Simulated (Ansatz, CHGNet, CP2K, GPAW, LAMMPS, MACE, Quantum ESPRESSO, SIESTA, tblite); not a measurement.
## GPAW runs on Zn40S29Se11 with crystalline order left by the classical run (80 atoms)

How do the settings of GPAW change the result for Zn40S29Se11 with crystalline order left by the classical run (80 atoms)? A plane-wave run serves as the yardstick.

Program: GPAW 26.7.0. Level of theory: the method is named at each step. Results are calculated unless marked as measured.

## 1. The structure

The cell holds 80 atoms: 40 Zn, 29 S and 11 Se. Cell: a = 11.843 Å, b = 11.843 Å, c = 11.843 Å, α = 90.0°, β = 90.0°, γ = 90.0°. 80 atoms (40 Zn, 29 S, 11 Se) placed at random at 4.41 g/cm³, melted at 2500 K for 10 ps at fixed volume with the Stillinger-Weber II-VI potential (Zhou et al., Phys. Rev. B 88, 085309 (2013)). Quenched from 2500 K to 300 K at 4 K/ps and fixed volume, annealed at 800 K for 50 ps, held 5 ps.

The yardstick, on the same geometry:

- method: Kohn-Sham DFT, PBE, PAW, plane waves (Ansatz 0.2.0); cutoff 420 eV, Γ point, fermi-dirac smearing of 0.05 eV; PAW set soft_2
- r.m.s. force component: 0.4208 eV/Å
- longest force: 2.335 eV/Å
- pressure: 1.128 GPa
- gap (highest filled to lowest empty level): 0.2294 eV
- SCF cycles: 12
- time: 17 s on 8 threads of Arm Neoverse V2, shared host
- CPU time: 2.2 min

## 2. PBE, LCAO dzp, h 0.2 Å

Method: Kohn-Sham DFT, PBE, PAW, atomic orbitals (dzp).

Contents of run.py:

```python
import numpy as np
from ase.io import read
from gpaw import GPAW, FermiDirac

atoms = read("structure.xyz")
atoms.calc = GPAW(
    mode="lcao",
    basis="dzp",
    h=0.2,
    xc="PBE",
    kpts={"size": (1, 1, 1), "gamma": True},
    occupations=FermiDirac(0.05),
    maxiter=200,
    symmetry={"point_group": False},
    txt="gpaw.txt",
)
energy = atoms.get_potential_energy(force_consistent=True)
forces = atoms.get_forces()
print(f"energy {energy:.6f} eV")
print("forces (eV/A)")
for i, (a, f) in enumerate(zip(atoms, forces)):
    print(f"{i:4d} {a.symbol:2s} {f[0]:10.5f} {f[1]:10.5f} {f[2]:10.5f}")
print(f"Fermi level {atoms.calc.get_fermi_level():.4f} eV")
for k in range(len(atoms.calc.get_ibz_k_points())):
    for s in range(atoms.calc.get_number_of_spins()):
        e = atoms.calc.get_eigenvalues(kpt=k, spin=s)
        n = np.searchsorted(e, atoms.calc.get_fermi_level())
        print(f"k {k} spin {s} levels about the Fermi level:", np.round(e[max(n - 6, 0):n], 4).tolist(), "|", np.round(e[n:n + 6], 4).tolist())
```

Contents of structure.xyz:

```xyz
80
Lattice="11.84320 0.00000 0.00000 0.00000 11.84320 0.00000 0.00000 0.00000 11.84320" Properties=species:S:1:pos:R:3 pbc="T T T"
Zn 10.41692 7.23442 5.58738
Zn 2.74644 6.37827 0.92709
Zn 5.37598 9.41937 9.14745
Zn 4.10462 11.42229 0.52098
Zn 11.69090 5.23837 2.45071
Zn 3.66239 8.15878 7.13873
Zn 6.31894 4.33283 1.29766
Zn 3.35032 11.66401 4.99996
Zn 9.57842 2.25684 1.32857
Zn 3.93988 4.98338 9.38751
Zn 1.70400 2.03679 7.73633
Zn 10.53299 3.88256 7.83605
Zn 9.39557 8.93143 8.84036
Zn 6.64451 0.80498 3.35684
Zn 1.09490 0.06561 1.53523
Zn 1.95401 10.36612 9.81576
Zn 11.35656 8.66662 0.37069
Zn 8.47203 3.83637 4.46204
Zn 0.26150 10.50681 6.85899
Zn 1.77459 5.18590 5.79085
Zn 7.44629 2.56405 9.74518
Zn 0.82275 3.41961 11.27887
Zn 6.87521 9.32001 5.65809
Zn 4.97308 0.21495 8.01382
Zn 10.85619 0.37448 9.93692
Zn 11.73981 2.10252 4.77174
Zn 8.26158 10.72828 0.49102
Zn 8.73306 0.57593 6.64996
Zn 3.22076 2.96968 2.81679
Zn 9.93455 10.59493 3.62343
Zn 8.28692 7.41337 2.44207
Zn 3.78864 1.72082 10.98836
Zn 7.20398 5.96803 7.53074
Zn 6.35577 7.16135 10.98658
Zn 5.01133 6.11701 4.24875
Zn 5.26714 3.06016 6.16841
Zn 0.69626 6.91264 9.04714
Zn 4.86732 9.19151 2.51929
Zn 1.54980 8.38996 3.69863
Zn 9.52501 5.59425 11.10489
S 9.04063 1.04161 11.25661
S 10.12866 11.12432 7.98267
S 4.30725 4.96550 2.35372
S 6.81943 1.70151 7.54483
S 6.45348 7.95401 3.68726
S 9.50512 9.27725 1.78430
S 6.57238 4.84221 5.55458
S 2.23079 2.03750 0.87758
S 7.69962 2.73838 2.55564
S 8.03632 11.18685 4.79886
S 1.19214 3.82618 3.86586
S 4.77956 10.19652 6.38017
S 7.64479 6.03150 0.67163
S 10.75351 4.09609 0.54230
S 1.56271 8.97099 8.03549
S 10.66350 7.60630 10.27090
[... 20 atom lines left out ...]
Se 8.47026 7.82385 6.84940
Se 5.46315 3.57878 10.83653
Se 2.72642 10.43658 2.93984
Se 9.74008 5.82851 3.72682
```

Run with:

```bash
$ OMP_NUM_THREADS=1 python run.py > output.txt
```

Output:

```text
energy -234.859095 eV
forces (eV/A)
   0 Zn    0.25215    0.42751   -0.46086
   1 Zn    0.14017   -0.39527    0.13674
   2 Zn    0.62710    0.76950    0.46857
   3 Zn    1.51678    0.23152   -0.08097
   4 Zn   -0.00907   -0.30606   -0.18301
   5 Zn   -0.27792    0.30581   -0.26792
   6 Zn   -0.38435   -0.74585    0.07447
   7 Zn   -0.05805   -0.03600   -0.00352
   8 Zn    0.19645   -0.44118   -0.38601
   9 Zn    0.44814    0.06005    0.17619
  10 Zn   -0.18750    0.30092    0.35617
  11 Zn    0.12346   -0.38816   -0.06023
  12 Zn   -0.21181    0.32605   -0.20040
  13 Zn   -0.06217   -0.56543   -0.08908
  14 Zn   -0.06640   -0.22344   -0.56359
  15 Zn   -0.48643    0.34751   -0.13235
  16 Zn   -0.28170    0.20115    0.07934
  17 Zn   -0.03267    0.20042    0.22992
  18 Zn   -0.31750    0.03904   -0.77228
  19 Zn    0.05834    0.03778   -0.71888
  20 Zn   -0.23551   -0.99211    0.09176
  21 Zn   -0.27069   -0.36845   -0.06611
  22 Zn    0.20747    0.05478   -0.46389
  23 Zn    0.82407   -0.04673    1.12696
[...]
72 Se   -0.01366   -0.91565    0.11509
  73 Se   -0.67108   -0.64516   -0.42503
  74 Se    0.50845    0.29247   -0.25134
  75 Se    0.03477    0.29961    0.18726
  76 Se   -0.16209    1.01940    0.11328
  77 Se   -0.53806    0.09151    0.07760
  78 Se    0.21543   -0.00486   -0.10954
  79 Se   -0.27471    0.24240    0.06881
Fermi level 5.0784 eV
k 0 spin 0 levels about the Fermi level: [3.693, 3.7255, 4.1416, 4.28, 4.6223, 4.9645] | [5.1923, 5.7703, 5.8948, 6.3958, 6.6771, 6.7176]
```

gpaw.txt:

```text
Input parameters:
  mode=LCAO(),
  basis={'default': 'dzp'},
  h=0.2,
  kpts=MonkhorstPack(size=(1, 1, 1), gamma=True),
  maxiter=200,
  occupations=Occupations(name='fermi-dirac', width=0.05, fixmagmom=False),
  symmetry=Symmetry(point_group=False),
  xc=XC(name='PBE')
Unit cell  # Å
| periodic |         x |         y |         z |   lengths |    angles |
|----------|-----------|-----------|-----------|-----------|-----------|
|      yes | 11.843200 |  0.000000 |  0.000000 | 11.843200 | 90.000000 |
|      yes |  0.000000 | 11.843200 |  0.000000 | 11.843200 | 90.000000 |
|      yes |  0.000000 |  0.000000 | 11.843200 | 11.843200 | 90.000000 |
Number of symmetries: 1
Symmetry operations  # r_c * U_cc + t_c -> r_c
|   | kind |            matrix            |
|---|------|------------------------------|
| 0 |  E   |  1, 0, 0,  0, 1, 0,  0, 0, 1 |
BZ-sampling:
  Number of BZ points: 1
  Number of IBZ points: 1
  Monkhorst-Pack size: [1, 1, 1]
  Monkhorst-Pack shift: [0, 0, 0]
[... lines left out ...]
  Fermi-Dirac:
    width: 0.0500  # eV
FastPoissonSolver using
    Stencil: 6*3+1=19 point O(h^6) finite-difference Laplacian
xc functional:
  name: PBE with 2 nearest neighbor stencil
interpolation: tri-quintic # 5. degree polynomial
Initialization done in: 11.242 s
convergence criteria:
- Maximum [total energy] change in last 3 cyles: 0.0005 eV / valence electron
- Maximum integral of absolute [dens]ity change: 0.0001 electrons / valence electron
- Maximum integral of absolute [eigenst]ate change: 4e-08 eV^2 / valence electron
maximum number of iterations: 200
SCF iterations
|iter     |      energy | eigst |  dens |
|---------|-------------|-------|-------|
|iter:   1| -241.356153 |      c|       |
|iter:   2| -239.415905 |      c| -1.35 |
|iter:   3| -235.168161 |      c| -1.39 |
|iter:   4| -236.687113 |      c| -1.79 |
|iter:   5| -235.270930 |      c| -1.89 |
|iter:   6| -234.929000 |      c| -2.19 |
|iter:   7| -234.859239 |      c| -2.52 |
|iter:   8| -234.840816c|      c| -2.93 |
|iter:   9| -234.826618c|      c| -3.23 |
|iter:  10| -234.831710c|      c| -3.47 |
|iter:  11| -234.827555c|      c| -3.53 |
|iter:  12| -234.828105c|      c| -4.06c|
Converged in 12 steps
SCF loop duration: 187.156 s (15.596 s/step)
Energy contributions relative to reference atoms: (reference = -2996462.896582)
Energy contributions:
  Kinetic:         425.114256
  Coulomb:        -341.515066
  Zero:              3.562522
  External:          0.000000
  Xc:             -321.958826
  Entropy:          -0.061980
  Spinorbit:         0.000000
  ----------------------------
  Free energy:    -234.859095
  Extrapolated:   -234.828105
dipole moment: (90.688563, -66.911820, -22.704014)  # |e|*Ang
Fermi level: 5.078
Eigenvalues  # (at kpt = [0.000, 0.000, 0.000])
| band index |      eig [eV] | occ [0-2] |
|------------|---------------|-----------|
|          0 |       -10.745 |     2.000 |
|        ... |               |           |
|        352 |         3.188 |     2.000 |
|        353 |         3.363 |     2.000 |
[...]
|        367 |         7.041 |     0.000 |
|        ... |               |           |
|        435 |        10.231 |     0.000 |
Gap: 0.228 eV
Transition (v -> c):
  (s=0, k=0, n=359, [0.00, 0.00, 0.00]) -> (s=0, k=0, n=360, [0.00, 0.00, 0.00])
No difference between direct/indirect transitions
Force computation time: 39.868  # s
timing:  # [seconds]
  Total:  238.297  # ━━━━━━━━━━━━━━━━━━━━━━━━━━━━━━━━━━━━━━━━━━━━━━━━━━━━━━━━
  Init:    11.242  # ━━╸
  SCF:    187.156  # ━━━━━━━━━━━━━━━━━━━━━━━━━━━━━━━━━━━━━━━━━━━━
  Forces:  39.868  # ━━━━━━━━━╸
```

Run time: 4 min. Hardware: 1 thread of Arm Neoverse V2, shared host; peak memory 2 GiB.

Banners, paths, timers and routine set-up lines are dropped from the logs unmarked, and long logs keep their key lines alone; longer cuts are marked.

Compared with the plane-wave run:

```yaml
r_m_s_force_component: 0.4308 eV/Å
r_m_s_difference_of_force_components: 32.38 meV/Å
longest_difference_of_force_vectors: 265.9 meV/Å
force_difference_over_r_m_s_force: 7.696 %
slope_of_forces_against_the_reference_s: 1.021
correlation_of_force_components: 0.9974
spacing_of_highest_filled_and_lowest_empty_level: 0.2278 eV
gap_difference: -0.0016 eV
```

Length of the force difference by element (eV/Å):

```
element  atoms   mean  most
      S     29  0.048  0.21
     Se     11  0.052  0.27
     Zn     40  0.038  0.11
```

Levels nearest the highest filled one (eV from it): -1.27, -1.24, -0.82, -0.68, -0.34, 0.00, 0.23, 0.81, 0.93, 1.43, 1.71, 1.75.

A closer look about Zn32, which has 3 bonded neighbours where the commonest count for Zn is 4: 9 atoms, nearest first, numbered in the order of the input, with positions taken from that point.

```csv
atom,x,y,z,distance (Å),bonds,Fx,Fy,Fz (eV/Å)
Zn32,0.00,0.00,0.00,0.00,3,1.25,0.00,-0.04
S67,-0.89,-1.04,-1.84,2.29,4,0.35,-0.66,-0.36
S48,-1.56,0.32,1.73,2.35,4,0.05,0.05,-0.25
Se78,1.67,1.86,-0.15,2.51,4,-0.54,0.09,0.08
Zn4,0.32,-2.14,1.38,2.57,2,1.52,0.23,-0.08
S63,2.30,-1.58,-0.51,2.84,1,-2.23,0.49,-0.67
Zn22,-2.97,1.70,0.29,3.43,4,-0.27,-0.37,-0.07
Zn24,1.18,-1.51,-2.97,3.54,4,0.82,-0.05,1.13
Zn10,0.15,3.26,-1.60,3.64,4,0.45,0.06,0.18
```

Atoms are counted from 1 here, from 0 in the log.

Forces lie 7.7 % from the reference's, at 1.8 times its CPU time (on 1 against 8 cores).

## 3. PBE, plane waves 550 eV

Method: Kohn-Sham DFT, PBE, PAW, plane waves.

Edit run.py of step 2 so:

```diff
@@ -2,3 +2,4 @@
 from ase.io import read
-from gpaw import GPAW, FermiDirac
+from gpaw import GPAW, FermiDirac, PW
+from ase.parallel import parprint as print
 
@@ -6,5 +7,3 @@
 atoms.calc = GPAW(
-    mode="lcao",
-    basis="dzp",
-    h=0.2,
+    mode=PW(550),
     xc="PBE",
@@ -14,2 +13,3 @@
     symmetry={"point_group": False},
+    nbands=487,
     txt="gpaw.txt",
@@ -22,2 +22,6 @@
     print(f"{i:4d} {a.symbol:2s} {f[0]:10.5f} {f[1]:10.5f} {f[2]:10.5f}")
+stress = -atoms.get_stress(voigt=False) * 160.21766
+print("stress (GPa, compression positive)")
+for row in stress:
+    print(" ".join(f"{x:10.4f}" for x in row))
 print(f"Fermi level {atoms.calc.get_fermi_level():.4f} eV")
```

structure.xyz is that of step 2.

Run with:

```bash
$ OMP_NUM_THREADS=1 mpirun -np 4 gpaw python run.py > output.txt
```

Output:

```text
energy -254.329432 eV
forces (eV/A)
   0 Zn    0.22578    0.41956   -0.43320
   1 Zn    0.12726   -0.38119    0.13771
   2 Zn    0.63068    0.69671    0.48687
   3 Zn    1.50201    0.14655   -0.02361
   4 Zn    0.00657   -0.28195   -0.18024
   5 Zn   -0.24617    0.33338   -0.22987
[...]
77 Se   -0.52123    0.07685    0.06183
  78 Se    0.24263   -0.01630   -0.12859
  79 Se   -0.29523    0.25958    0.06305
stress (GPa, compression positive)
    1.0569     0.6789    -0.9399
    0.6789     1.0888     0.8189
   -0.9399     0.8189     1.0716
Fermi level 5.0466 eV
k 0 spin 0 levels about the Fermi level: [3.6677, 3.6979, 4.1007, 4.2385, 4.579, 4.9312] | [5.1619, 5.7199, 5.8411, 6.3384, 6.6091, 6.6537]
```

gpaw.txt:

```text
Input parameters:
  mode=PW(ecut=550.0),
  kpts=MonkhorstPack(size=(1, 1, 1), gamma=True),
  maxiter=200,
  nbands=487,
  occupations=Occupations(name='fermi-dirac', width=0.05, fixmagmom=False),
[... lines left out ...]
  Converge bands: occupied
[... lines left out ...]
  Fermi-Dirac:
[... lines left out ...]
convergence criteria:
- Maximum [total energy] change in last 3 cyles: 0.0005 eV / valence electron
[... lines left out ...]
Converged in 20 steps
[... lines left out ...]
  Free energy:    -254.329432
[... lines left out ...]
Fermi level: 5.047
[... lines left out ...]
|        ... |               |           |
[...]
Gap: 0.231 eV
Transition (v -> c):
  (s=0, k=0, n=359, [0.00, 0.00, 0.00]) -> (s=0, k=0, n=360, [0.00, 0.00, 0.00])
No difference between direct/indirect transitions
Force computation time: 3.622  # s
Stress tensor  # eV/Ang^3
|         x |         y |         z |
|-----------|-----------|-----------|
[...]
| -0.004237 | -0.006796 | -0.005111 |
|  0.005866 | -0.005111 | -0.006689 |
Stress computation time: 17.880  # s
```

Elapsed: 4 min, on 4 MPI ranks; peak memory 3.2 GiB.

Against the reference:

* r.m.s. force component: 0.4244 eV/Å
* r.m.s. difference of force components: 6.737 meV/Å
* longest difference of force vectors: 22.32 meV/Å
* force difference over r.m.s. force: 1.601 %
* slope of forces against the reference's: 1.008
* correlation of force components: 0.9999
* gap (highest filled to lowest empty level): 0.2307 eV
* gap difference: 0.0013 eV
* pressure: 1.072 GPa
* pressure difference: -0.0559 GPa

Against the first run (7.7 %), the force difference from the reference is 1.6 %, at 4.0 times the CPU time (on 4 against 1 cores) (20 SCF steps against 12).

The run ends at a pressure of 1.07 GPa, with forces up to 2.3 eV/Å.

## 4. RPBE, LCAO dzp, h 0.2 Å

Method: Kohn-Sham DFT, RPBE, PAW, atomic orbitals (dzp).

Edit run.py of step 3 so:

```diff
@@ -2,4 +2,3 @@
 from ase.io import read
-from gpaw import GPAW, FermiDirac, PW
-from ase.parallel import parprint as print
+from gpaw import GPAW, FermiDirac
 
@@ -7,4 +6,6 @@
 atoms.calc = GPAW(
-    mode=PW(550),
-    xc="PBE",
+    mode="lcao",
+    basis="dzp",
+    h=0.2,
+    xc="RPBE",
     kpts={"size": (1, 1, 1), "gamma": True},
@@ -13,3 +14,2 @@
     symmetry={"point_group": False},
-    nbands=487,
     txt="gpaw.txt",
@@ -22,6 +22,2 @@
     print(f"{i:4d} {a.symbol:2s} {f[0]:10.5f} {f[1]:10.5f} {f[2]:10.5f}")
-stress = -atoms.get_stress(voigt=False) * 160.21766
-print("stress (GPa, compression positive)")
-for row in stress:
-    print(" ".join(f"{x:10.4f}" for x in row))
 print(f"Fermi level {atoms.calc.get_fermi_level():.4f} eV")
```

structure.xyz is that of step 3.

Run with:

```bash
$ OMP_NUM_THREADS=1 python run.py > output.txt
```

Output:

```text
energy -199.129212 eV
forces (eV/A)
   0 Zn    0.27941    0.43595   -0.48991
   1 Zn    0.16131   -0.44871    0.15383
   2 Zn    0.65576    0.88392    0.34045
   3 Zn    1.42928    0.33036   -0.01233
   4 Zn    0.04640   -0.33125   -0.19325
   5 Zn   -0.25115    0.20733   -0.21787
   6 Zn   -0.40992   -0.83208    0.08405
   7 Zn   -0.06810   -0.10684    0.01837
   8 Zn    0.22724   -0.46458   -0.34348
   9 Zn    0.47341    0.03476    0.19635
  10 Zn   -0.22692    0.42978    0.28323
  11 Zn    0.15988   -0.37245   -0.07003
  12 Zn   -0.17358    0.34576   -0.25308
  13 Zn   -0.05138   -0.56479   -0.06931
  14 Zn   -0.04853   -0.31892   -0.51668
  15 Zn   -0.51332    0.36189   -0.15431
  16 Zn   -0.23507    0.19212    0.10106
  17 Zn   -0.00996    0.17909    0.23969
  18 Zn   -0.30392    0.05847   -0.75073
  19 Zn    0.03070    0.02458   -0.73368
  20 Zn   -0.17584   -1.06967    0.17811
  21 Zn   -0.19406   -0.41554   -0.05018
  22 Zn    0.20717    0.01927   -0.35414
  23 Zn    0.81727   -0.02614    1.11822
[...]
72 Se    0.01096   -0.90737    0.12482
  73 Se   -0.64608   -0.61326   -0.40735
  74 Se    0.46134    0.34459   -0.26308
  75 Se    0.00886    0.33271    0.18484
  76 Se   -0.17073    1.08184    0.09056
  77 Se   -0.53649    0.16434    0.11020
  78 Se    0.15916    0.04034   -0.16214
  79 Se   -0.30605    0.22173    0.06548
Fermi level 5.2985 eV
k 0 spin 0 levels about the Fermi level: [3.8554, 3.8871, 4.3097, 4.4579, 4.8087, 5.1966] | [5.4004, 5.9862, 6.1189, 6.616, 6.9041, 6.9462]
```

gpaw.txt:

```text
Input parameters:
  mode=LCAO(),
  basis={'default': 'dzp'},
  h=0.2,
  kpts=MonkhorstPack(size=(1, 1, 1), gamma=True),
  maxiter=200,
  occupations=Occupations(name='fermi-dirac', width=0.05, fixmagmom=False),
  symmetry=Symmetry(point_group=False),
  xc=XC(name='RPBE')
Unit cell  # Å
| periodic |         x |         y |         z |   lengths |    angles |
[... lines left out ...]
  Fermi-Dirac:
[... lines left out ...]
convergence criteria:
- Maximum [total energy] change in last 3 cyles: 0.0005 eV / valence electron
[... lines left out ...]
Converged in 13 steps
[... lines left out ...]
  Free energy:    -199.129212
  Extrapolated:   -199.093459
dipole moment: (90.574269, -66.904384, -22.767053)  # |e|*Ang
Fermi level: 5.299
Eigenvalues  # (at kpt = [0.000, 0.000, 0.000])
| band index |      eig [eV] | occ [0-2] |
|------------|---------------|-----------|
|          0 |       -10.547 |     2.000 |
|        ... |               |           |
|        352 |         3.341 |     2.000 |
|        353 |         3.523 |     2.000 |
[...]
|        367 |         7.267 |     0.000 |
|        ... |               |           |
|        435 |        10.444 |     0.000 |
Gap: 0.204 eV
Transition (v -> c):
  (s=0, k=0, n=359, [0.00, 0.00, 0.00]) -> (s=0, k=0, n=360, [0.00, 0.00, 0.00])
No difference between direct/indirect transitions
Force computation time: 38.566  # s
timing:  # [seconds]
  Total:  247.981  # ━━━━━━━━━━━━━━━━━━━━━━━━━━━━━━━━━━━━━━━━━━━━━━━━━━━━━━━━
  Init:    11.256  # ━━╸
  SCF:    198.128  # ━━━━━━━━━━━━━━━━━━━━━━━━━━━━━━━━━━━━━━━━━━━━╸
  Forces:  38.566  # ━━━━━━━━╸
```

Elapsed: 4.2 min, on 1 thread; peak memory 2 GiB.

Compared with the plane-wave run:

| Property | Result |
| --- | --- |
| r.m.s. force component | 0.4326 eV/Å |
| r.m.s. difference of force components | 64 meV/Å |
| longest difference of force vectors | 330.9 meV/Å |
| force difference over r.m.s. force | 15.21 % |
| slope of forces against the reference's | 1.017 |
| correlation of force components | 0.9891 |
| gap (highest filled to lowest empty level) | 0.2038 eV |
| gap difference | -0.0256 eV |

Against the first run (7.7 %), the force difference from the reference is 15 %, at 1.0 times the CPU time; the model has changed, so this is no error of the program alone.

[end of part 1 of 2]

[Also dropped from logs without a mark: logging warnings of Python, and SIESTA's first energy breakdown and zero terms.]

[Logs are printed without paths, hosts, clocks, repeated set-up lines and the standing remarks that a program may print on its own settings, such as how far it seeks lower states.]

[Hosts, paths, dates, database ids (printed as entryN), source tags and the programs' standing remarks are cut or masked in the printed files.]
